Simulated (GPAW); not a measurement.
# How the plane-wave cutoff moves the magnetism of zigzag Nb chain, bond 2.823 A

Two starts of zigzag Nb chain, bond 2.823 A are run at each rung of the plane-wave cutoff. Which rung is enough?

Program: GPAW 26.7.0. Level of theory: PBE; plane waves with GPAW's PAW setups, scalar-relativistic. Results are calculated unless marked as measured.

### Step 1. The starting structure

The cell holds 2 atoms: 2 Nb. Cell: a = 12.000 Å, b = 12.000 Å, c = 3.388 Å, α = 90.0°, β = 90.0°, γ = 90.0°. model lattice. Vacuum lies along a and b. The structure's axis is c.

Coordinates:

```cif
data_structure
_symmetry_space_group_name_H-M 'P 1'
_symmetry_Int_Tables_number 1
_cell_length_a 12.0000
_cell_length_b 12.0000
_cell_length_c 3.3876
_cell_angle_alpha 90.000
_cell_angle_beta 90.000
_cell_angle_gamma 90.000
_cell_volume 487.81
loop_
_atom_site_label
_atom_site_type_symbol
_atom_site_fract_x
_atom_site_fract_y
_atom_site_fract_z
_atom_site_occupancy
Nb1 Nb 0.40590 0.50000 0.00000 1
Nb2 Nb 0.59410 0.50000 0.50000 1
```

### Step 2. Rung 1 (250 eV), start ferro ++

The ladder starts at a low cutoff and climbs, to see from where on the results stand still.

order1.py reads:

```python
import json
import numpy as np
from ase import Atoms
from ase.parallel import paropen, parprint
from gpaw import GPAW

atoms = Atoms(['Nb', 'Nb'],
    cell=[[12.0, 0.0, 0.0],
         [0.0, 12.0, 0.0],
         [0.0, 0.0, 3.3876]],
    scaled_positions=[[0.4059, 0.5, 0.0],
         [0.5941, 0.5, 0.5]],
    pbc=True,
    magmoms=[1.0, 1.0])
atoms.calc = GPAW(mode={'name': 'pw', 'ecut': 250},
    xc='PBE',
    kpts={'size': (1, 1, 8), 'gamma': True},
    occupations={'name': 'fermi-dirac', 'width': 0.1},
    convergence={'density': 1e-05, 'energy': 1e-05},
    maxiter=200,
    symmetry={'tolerance': 1e-4},
    txt='order1.txt')
e = atoms.get_potential_energy(force_consistent=True)
res = {'free_energy': e, 'energy_sigma0': atoms.get_potential_energy(), 'fermi_energy': atoms.calc.get_fermi_level()}
res['moments'] = atoms.get_magnetic_moments().tolist()
res['total'] = atoms.get_magnetic_moment()
parprint('site moments (muB):', np.round(res['moments'], 3))
parprint(f"total moment: {res['total']:.3f} muB")
parprint(f'free energy: {e:.6f} eV')
atoms.calc.write('order1.gpw')
with paropen('results.json', 'w') as f:
    json.dump(res, f)
```

Launch:

```
> OMP_NUM_THREADS=1 python3 order1.py > order1.log
```

The log of the run:

```text
site moments (muB): [-0.  0.]
total moment: 0.000 muB
free energy: -12.493438 eV

--- order1.txt ---
Input parameters:
  mode=PW(ecut=250),
  convergence={'density': 1e-05, 'energy': 1e-05},
  kpts=MonkhorstPack(size=(1, 1, 8), gamma=True),
  maxiter=200,
  occupations=Occupations(name='fermi-dirac', width=0.1),
  symmetry=Symmetry(tolerance=0.0001),
  xc=XC(name='PBE')

Diagonalizing LCAO Hamiltonian
Converting LCAO to pw mode
        .----------------------------.
       /|                            |
      / |                            |
     /  |                            |
    /   .----------------------------.
   /   /              Nb            /
  /   /                            /
 *   /                            /
 |  /           Nb               /
 | /                            /
 |/                            /
 *----------------------------*

Atoms  # Å, Bohr magnetons
|   | symbol |        x |        y |        z |    initial magnetic moments |
|---|--------|----------|----------|----------|-----------------------------|
| 0 |     Nb | 4.870800 | 6.000000 | 0.000000 | ( 0.0000,  0.0000,  1.0000) |
| 1 |     Nb | 7.129200 | 6.000000 | 1.693800 | ( 0.0000,  0.0000,  1.0000) |

Unit cell  # Å
| periodic |         x |         y |        z |   lengths |    angles |
|----------|-----------|-----------|----------|-----------|-----------|
|      yes | 12.000000 |  0.000000 | 0.000000 | 12.000000 | 90.000000 |
|      yes |  0.000000 | 12.000000 | 0.000000 | 12.000000 | 90.000000 |
|      yes |  0.000000 |  0.000000 | 3.387600 |  3.387600 | 90.000000 |

Number of symmetries: 4

BZ-sampling:
  Number of BZ points: 8
  Number of IBZ points: 5

  Monkhorst-Pack size: [1, 1, 8]
  Monkhorst-Pack shift: [0.0, 0.0, 0.0625]

Plane wave coefficients: 4413
Cutoff: 250.0 eV

Spin-components: 2 (collinear spins)
Bands:           21
Projectors:      12
Spin-degeneracy: 1
Datatype:        complex128

Parallelization:
  kpt:    1
  domain: 1
  band:   1

Density:
  Valence electrons: 26.0
  Components: 2
  Grid points: [45 45 14]
  Charge: 0.0  # |e|

Potential:
  Grid points: [45 45 14]

[... setups left out ...]
Reference energy: -207812.295578  # eV

eigensolver:
  PPCG
  Converge bands: occupied
  niter=2

density mixing:
  MSR1-Mixer
  Pratt-step length: 0.05
  Maximum mixing coefficient: 0.75
  Old densities: 10
  SVD Regularization: 0.005
  Good broyden scale: 1.0
  Trust region scale: 1.0
  Backstep threshold: 4.0
  History deletion threshold: 6.0
  Fourier metric: weight=20.0, sigma=0.015

occupation numbers:
  Fermi-Dirac:
    width: 0.1000  # eV

poisson solver:
  ecut: 2000.0  # eV

xc functional:
  name: PBE with 2 nearest neighbor stencil

convergence criteria:
- Maximum integral of absolute [dens]ity change: 1e-05 electrons / valence electron
- Maximum [total energy] change in last 3 cyles: 1e-05 eV / valence electron
- Maximum integral of absolute [eigenst]ate change: 4e-08 eV^2 / valence electron
maximum number of iterations: 200

SCF iterations
|iter     |      energy | eigst |  dens |  magmom |
|---------|-------------|-------|-------|---------|
|iter:   1|       0s |  -14.483909 | -0.32 |       |  +1.9737|
|iter:   2|       1s |  -13.932664 | -2.01 | -0.77 |  +1.9144|
|iter:   3|       3s |  -12.628463 | -0.51 | -0.81 |  +1.1663|
|iter:   4|       4s |  -12.481365 | -1.17 | -1.17 |  +1.0341|
|iter:   5|       6s |  -13.045185 | -1.22 | -1.29 |  +0.8596|
|iter:   6|       8s |  -12.402171 | -1.45 | -0.89 |  +0.8714|
|iter:   7|       9s |  -12.416662 | -2.85 | -1.69 |  +0.6246|
|iter:   8|      11s |  -12.421013 | -3.79 | -1.96 |  +0.4577|
|iter:   9|      12s |  -12.422777 | -4.18 | -2.14 |  +0.3271|
|iter:  10|      13s |  -12.424319 | -4.19 | -2.38 |  +0.1724|
|iter:  11|      14s |  -12.424855 | -4.44 | -2.65 |  +0.1035|
|iter:  12|      15s |  -12.425042 | -4.50 | -2.89 |  +0.0434|
|iter:  13|      16s |  -12.425100c| -5.02 | -3.20 |  +0.0164|
|iter:  14|      17s |  -12.425121c| -5.79 | -3.50 |  +0.0087|
|iter:  15|      18s |  -12.425114c| -6.52 | -3.76 |  +0.0049|
|iter:  16|      20s |  -12.425117c| -6.72 | -3.95 |  +0.0028|
|iter:  17|      21s |  -12.425119c| -7.25 | -4.16 |  +0.0015|
|iter:  18|      22s |  -12.425118c| -7.28 | -4.20 |  +0.0001|
|iter:  19|      24s |  -12.425118c| -7.12 | -4.28 |  -0.0012|
|iter:  20|      25s |  -12.425123c| -7.05 | -4.03 |  -0.0019|
|iter:  21|      26s |  -12.425120c| -7.50c| -3.87 |  -0.0005|
|iter:  22|      28s |  -12.425121c| -7.88c| -4.00 |  -0.0004|
|iter:  23|      29s |  -12.425125c| -6.87 | -3.94 |  -0.0007|
|iter:  24|      30s |  -12.425121c| -7.09 | -3.76 |  +0.0000|
|iter:  25|      31s |  -12.425120c| -6.94 | -3.89 |  +0.0001|
|iter:  26|      32s |  -12.425118c| -7.01 | -4.14 |  +0.0003|
|iter:  27|      32s |  -12.425118c| -7.52c| -4.50 |  +0.0002|
|iter:  28|      33s |  -12.425118c| -8.14c| -4.93 |  +0.0001|
|iter:  29|      34s |  -12.425118c| -8.26c| -5.04c|  +0.0001|

Converged in 29 steps
Energy contributions relative to reference atoms: (reference = -207812.295578)

Energy contributions:
  Kinetic:         -26.555463
  Coulomb:          15.216964
  Zero:              0.234858
  External:          0.000000
  Xc:               -1.253159
  Entropy:          -0.136639
  Spinorbit:         0.000000
  ----------------------------
  Free energy:     -12.493438
  Extrapolated:    -12.425118

dipole moment: (0.000003, 0.000002, -12.361116)  # |e|*Ang

Total magnetic moment: (0.000000, 0.000000, 0.000137)

Local magnetic moments
|        x |        y |         z |
|----------|----------|-----------|
| 0.000000 | 0.000000 | -0.000085 |  # Nb   0
| 0.000000 | 0.000000 |  0.000148 |  # Nb   1

Fermi level: -2.368
Eigenvalues  # (at kpt = [0.000, 0.000, 0.000])
| band index |      eig [eV] | occ [0-1] |      eig [eV] | occ [0-1] |
|------------|---------------|-----------|---------------|-----------|
|          0 |       -57.681 |     1.000 |       -57.681 |     1.000 |
|        ... |               |           |               |           |
|          6 |       -33.400 |     1.000 |       -33.400 |     1.000 |
|          7 |       -33.365 |     1.000 |       -33.365 |     1.000 |
|          8 |        -5.310 |     1.000 |        -5.310 |     1.000 |
|          9 |        -4.554 |     1.000 |        -4.554 |     1.000 |
|         10 |        -3.129 |     1.000 |        -3.129 |     1.000 |
|         11 |        -2.861 |     0.993 |        -2.861 |     0.993 |
|         12 |        -2.528 |     0.831 |        -2.528 |     0.831 |
|         13 |        -2.375 |     0.517 |        -2.375 |     0.517 |
|         14 |        -1.656 |     0.001 |        -1.656 |     0.001 |
|         15 |        -1.533 |     0.000 |        -1.533 |     0.000 |
|         16 |        -1.473 |     0.000 |        -1.473 |     0.000 |
|         17 |        -1.378 |     0.000 |        -1.378 |     0.000 |
|         18 |        -1.113 |     0.000 |        -1.113 |     0.000 |
|         19 |        -0.476 |     0.000 |        -0.476 |     0.000 |
|         20 |        -0.114 |     0.000 |        -0.114 |     0.000 |

No gap
No difference between direct/indirect transitions
```

Wall time 38 s (1 MPI rank of Intel Xeon 6975P-C (Granite Rapids), shared host); peak memory 0.21 GiB.

This step gave:

* final state: non-magnetic

After 29 cycles the seed has died away: no moment is left.

### Step 3. Rung 1 (250 eV), start antiferro +-

The second start gives the energy difference between the two end states, the quantity that is followed up the ladder.

order2.py is the script of step 2 with these lines changed:

```diff
@@ -13,3 +13,3 @@
     pbc=True,
-    magmoms=[1.0, 1.0])
+    magmoms=[1.0, -1.0])
 atoms.calc = GPAW(mode={'name': 'pw', 'ecut': 250},
@@ -21,3 +21,3 @@
     symmetry={'tolerance': 1e-4},
-    txt='order1.txt')
+    txt='order2.txt')
 e = atoms.get_potential_energy(force_consistent=True)
@@ -29,3 +29,3 @@
 parprint(f'free energy: {e:.6f} eV')
-atoms.calc.write('order1.gpw')
+atoms.calc.write('order2.gpw')
 with paropen('results.json', 'w') as f:
```

Launch:

```
> OMP_NUM_THREADS=1 python3 order2.py > order2.log
```

The log of the run:

```text
site moments (muB): [ 1.095 -1.095]
total moment: -0.000 muB
free energy: -12.600261 eV

--- order2.txt ---
Input parameters:
  mode=PW(ecut=250),
  convergence={'density': 1e-05, 'energy': 1e-05},
  kpts=MonkhorstPack(size=(1, 1, 8), gamma=True),
  maxiter=200,
  occupations=Occupations(name='fermi-dirac', width=0.1),
  symmetry=Symmetry(tolerance=0.0001),
  xc=XC(name='PBE')

Diagonalizing LCAO Hamiltonian
Converting LCAO to pw mode
        .----------------------------.
       /|                            |
      / |                            |
     /  |                            |
    /   .----------------------------.
   /   /              Nb            /
  /   /                            /
 *   /                            /
 |  /           Nb               /
 | /                            /
 |/                            /
 *----------------------------*

Atoms  # Å, Bohr magnetons
|   | symbol |        x |        y |        z |    initial magnetic moments |
|---|--------|----------|----------|----------|-----------------------------|
| 0 |     Nb | 4.870800 | 6.000000 | 0.000000 | ( 0.0000,  0.0000,  1.0000) |
| 1 |     Nb | 7.129200 | 6.000000 | 1.693800 | ( 0.0000,  0.0000, -1.0000) |

Number of symmetries: 4

BZ-sampling:
  Number of BZ points: 8
  Number of IBZ points: 5

  Monkhorst-Pack size: [1, 1, 8]
  Monkhorst-Pack shift: [0.0, 0.0, 0.0625]

Plane wave coefficients: 4413
Cutoff: 250.0 eV

Spin-components: 2 (collinear spins)
Bands:           20
Projectors:      12
Spin-degeneracy: 1
Datatype:        complex128

Parallelization:
  kpt:    1
  domain: 1
  band:   1

Density:
[...]
|iter:  18|      15s |  -12.534177c| -6.72 | -3.94 |  -0.0001|
|iter:  19|      16s |  -12.534177c| -7.81c| -4.54 |  -0.0000|
|iter:  20|      17s |  -12.534177c| -7.83c| -4.84 |  -0.0000|
|iter:  21|      18s |  -12.534177c| -8.06c| -5.20c|  -0.0000|

Converged in 21 steps
Energy contributions relative to reference atoms: (reference = -207812.295578)

Energy contributions:
  Kinetic:         -21.325156
  Coulomb:          11.570247
  Zero:              0.210873
  External:          0.000000
  Xc:               -2.924058
  Entropy:          -0.132167
  Spinorbit:         0.000000
  ----------------------------
  Free energy:     -12.600261
  Extrapolated:    -12.534177

dipole moment: (0.000007, 0.000002, -12.351157)  # |e|*Ang

Total magnetic moment: (0.000000, 0.000000, -0.000010)

Local magnetic moments
|        x |        y |         z |
|----------|----------|-----------|
| 0.000000 | 0.000000 |  1.095386 |  # Nb   0
| 0.000000 | 0.000000 | -1.095392 |  # Nb   1

Fermi level: -2.412
Eigenvalues  # (at kpt = [0.000, 0.000, 0.000])
| band index |      eig [eV] | occ [0-1] |      eig [eV] | occ [0-1] |
|------------|---------------|-----------|---------------|-----------|
|          0 |       -57.776 |     1.000 |       -57.776 |     1.000 |
|        ... |               |           |               |           |
|          5 |       -33.001 |     1.000 |       -33.001 |     1.000 |
|          6 |       -32.952 |     1.000 |       -32.952 |     1.000 |
|          7 |       -32.897 |     1.000 |       -32.897 |     1.000 |
|          8 |        -5.290 |     1.000 |        -5.290 |     1.000 |
[...]
|         16 |        -1.336 |     0.000 |        -1.336 |     0.000 |
|         17 |        -0.981 |     0.000 |        -0.981 |     0.000 |
|         18 |        -0.785 |     0.000 |        -0.785 |     0.000 |
|         19 |        -0.027 |     0.000 |        -0.027 |     0.000 |

No gap
No difference between direct/indirect transitions
```

Elapsed: 21 s, on 1 MPI rank; peak memory 0.21 GiB.

Read from the output:

| Quantity | Value |
| --- | --- |
| magnetization | 0 μB |
| final state | antiferromagnetic |
| largest moment | 1.095 μB |

This start lies -53.4 meV a seeded atom from the first; its largest moment is 1.10 μB.

### Step 4. Rung 2 (325 eV), start ferro ++

order1.py is the script of step 2 with these lines changed:

```diff
@@ -14,3 +14,3 @@
     magmoms=[1.0, 1.0])
-atoms.calc = GPAW(mode={'name': 'pw', 'ecut': 250},
+atoms.calc = GPAW(mode={'name': 'pw', 'ecut': 325},
     xc='PBE',
```

Launch:

```
> OMP_NUM_THREADS=1 python3 order1.py > order1.log
```

The log of the run:

```text
site moments (muB): [ 0. -0.]
total moment: 0.000 muB
free energy: -12.831910 eV

--- order1.txt ---
Input parameters:
  mode=PW(ecut=325),
  convergence={'density': 1e-05, 'energy': 1e-05},
  kpts=MonkhorstPack(size=(1, 1, 8), gamma=True),
  maxiter=200,
  occupations=Occupations(name='fermi-dirac', width=0.1),
  symmetry=Symmetry(tolerance=0.0001),
  xc=XC(name='PBE')

Diagonalizing LCAO Hamiltonian
[...]
|          8 |        -5.301 |     1.000 |        -5.301 |     1.000 |
|          9 |        -4.545 |     1.000 |        -4.545 |     1.000 |
[...]
|         17 |        -1.380 |     0.000 |        -1.380 |     0.000 |
|         18 |        -1.114 |     0.000 |        -1.114 |     0.000 |
|         19 |        -0.482 |     0.000 |        -0.482 |     0.000 |
|         20 |        -0.116 |     0.000 |        -0.116 |     0.000 |

No gap
No difference between direct/indirect transitions


[key lines of the parts left out:]
Free energy:     -12.831910
Converged in 37 steps
dipole moment: (0.000001, 0.000002, -12.372795)  # |e|*Ang
Fermi level: -2.366
```

It took 44 s on 1 MPI rank; peak memory 0.25 GiB.

Read from the output:

```
final state : non-magnetic
```

After 37 cycles the seed has died away: no moment is left.

### Step 5. Rung 2 (325 eV), start antiferro +-

order2.py is the script of step 3 with these lines changed:

```diff
@@ -14,3 +14,3 @@
     magmoms=[1.0, -1.0])
-atoms.calc = GPAW(mode={'name': 'pw', 'ecut': 250},
+atoms.calc = GPAW(mode={'name': 'pw', 'ecut': 325},
     xc='PBE',
```

Launch:

```
> OMP_NUM_THREADS=1 python3 order2.py > order2.log
```

The log of the run:

```text
site moments (muB): [ 1.123 -1.123]
total moment: 0.000 muB
free energy: -12.944594 eV

--- order2.txt ---
Input parameters:
  mode=PW(ecut=325),
  convergence={'density': 1e-05, 'energy': 1e-05},
  kpts=MonkhorstPack(size=(1, 1, 8), gamma=True),
  maxiter=200,
  occupations=Occupations(name='fermi-dirac', width=0.1),
  symmetry=Symmetry(tolerance=0.0001),
  xc=XC(name='PBE')

Diagonalizing LCAO Hamiltonian
[...]
|          7 |       -32.879 |     1.000 |       -32.879 |     1.000 |
|          8 |        -5.281 |     1.000 |        -5.281 |     1.000 |
[...]
|         16 |        -1.325 |     0.000 |        -1.325 |     0.000 |
|         17 |        -0.969 |     0.000 |        -0.969 |     0.000 |
|         18 |        -0.776 |     0.000 |        -0.776 |     0.000 |
|         19 |        -0.019 |     0.000 |        -0.019 |     0.000 |

No gap
No difference between direct/indirect transitions


[key lines of the parts left out:]
Free energy:     -12.944594
Converged in 22 steps
dipole moment: (-0.000002, 0.000002, -12.362528)  # |e|*Ang
Fermi level: -2.411
```

Run time: 27 s. Hardware: 1 MPI rank; peak memory 0.25 GiB.

Numbers from this step:

- magnetization: 0 μB
- final state: antiferromagnetic
- largest moment: 1.123 μB

This start lies -56.3 meV a seeded atom from the first, a change of -2.9 meV since rung 1; its largest moment is 1.12 μB.

### Step 6. Rung 3 (400 eV), start ferro ++

order1.py is the script of step 4 with these lines changed:

```diff
@@ -14,3 +14,3 @@
     magmoms=[1.0, 1.0])
-atoms.calc = GPAW(mode={'name': 'pw', 'ecut': 325},
+atoms.calc = GPAW(mode={'name': 'pw', 'ecut': 400},
     xc='PBE',
```

Launch:

```
> OMP_NUM_THREADS=1 python3 order1.py > order1.log
```

The log of the run:

```text
site moments (muB): [ 0. -0.]
total moment: -0.000 muB
free energy: -12.920641 eV

--- order1.txt ---
Input parameters:
  mode=PW(ecut=400),
  convergence={'density': 1e-05, 'energy': 1e-05},
  kpts=MonkhorstPack(size=(1, 1, 8), gamma=True),
  maxiter=200,
  occupations=Occupations(name='fermi-dirac', width=0.1),
  symmetry=Symmetry(tolerance=0.0001),
  xc=XC(name='PBE')

Diagonalizing LCAO Hamiltonian
[...]
|          8 |        -5.299 |     1.000 |        -5.299 |     1.000 |
|          9 |        -4.543 |     1.000 |        -4.543 |     1.000 |
[...]
|         17 |        -1.380 |     0.000 |        -1.380 |     0.000 |
|         18 |        -1.113 |     0.000 |        -1.113 |     0.000 |
|         19 |        -0.484 |     0.000 |        -0.484 |     0.000 |
|         20 |        -0.118 |     0.000 |        -0.118 |     0.000 |

No gap
No difference between direct/indirect transitions


[key lines of the parts left out:]
Free energy:     -12.920641
Converged in 28 steps
dipole moment: (-0.000001, 0.000002, -12.374071)  # |e|*Ang
Fermi level: -2.365
```

Elapsed: 43 s, on 1 MPI rank; peak memory 0.3 GiB.

Read from the output:

```
final state : non-magnetic
```

After 28 cycles the seed has died away: no moment is left.

### Step 7. Rung 3 (400 eV), start antiferro +-

order2.py is the script of step 5 with these lines changed:

```diff
@@ -14,3 +14,3 @@
     magmoms=[1.0, -1.0])
-atoms.calc = GPAW(mode={'name': 'pw', 'ecut': 325},
+atoms.calc = GPAW(mode={'name': 'pw', 'ecut': 400},
     xc='PBE',
```

Launch:

```
> OMP_NUM_THREADS=1 python3 order2.py > order2.log
```

The log of the run:

```text
site moments (muB): [ 1.13 -1.13]
total moment: -0.000 muB
free energy: -13.034352 eV

--- order2.txt ---
Input parameters:
  mode=PW(ecut=400),
  convergence={'density': 1e-05, 'energy': 1e-05},
  kpts=MonkhorstPack(size=(1, 1, 8), gamma=True),
  maxiter=200,
  occupations=Occupations(name='fermi-dirac', width=0.1),
  symmetry=Symmetry(tolerance=0.0001),
  xc=XC(name='PBE')

Diagonalizing LCAO Hamiltonian
[...]
|          7 |       -32.863 |     1.000 |       -32.863 |     1.000 |
|          8 |        -5.279 |     1.000 |        -5.279 |     1.000 |
[...]
|         16 |        -1.324 |     0.000 |        -1.324 |     0.000 |
|         17 |        -0.966 |     0.000 |        -0.966 |     0.000 |
|         18 |        -0.774 |     0.000 |        -0.774 |     0.000 |
|         19 |        -0.018 |     0.000 |        -0.018 |     0.000 |

No gap
No difference between direct/indirect transitions


[key lines of the parts left out:]
Free energy:     -13.034352
Converged in 20 steps
dipole moment: (-0.000001, 0.000002, -12.363720)  # |e|*Ang
Fermi level: -2.410
```

Elapsed: 32 s, on 1 MPI rank; peak memory 0.29 GiB.

This step gave:

| Item | Value |
| --- | --- |
| magnetization | 0 μB |
| final state | antiferromagnetic |
| largest moment | 1.130 μB |

This start lies -56.9 meV a seeded atom from the first, a change of -0.5 meV since rung 2; its largest moment is 1.13 μB.

[end of part 1 of 2]

[Logs and program files are shortened in this print: banners, set-up blocks, solver, clock and traceback lines can be left out without a mark of their own.]

[Logs are printed without paths, hosts, clocks, repeated set-up lines and the standing remarks that a program may print on its own settings, such as how far it seeks lower states.]

[Hosts, paths, dates, database ids (printed as entryN), source tags and the programs' standing remarks are cut or masked in the printed files.]

[Where a cell is said to come from a database of computed structures, the database is the Materials Project.]
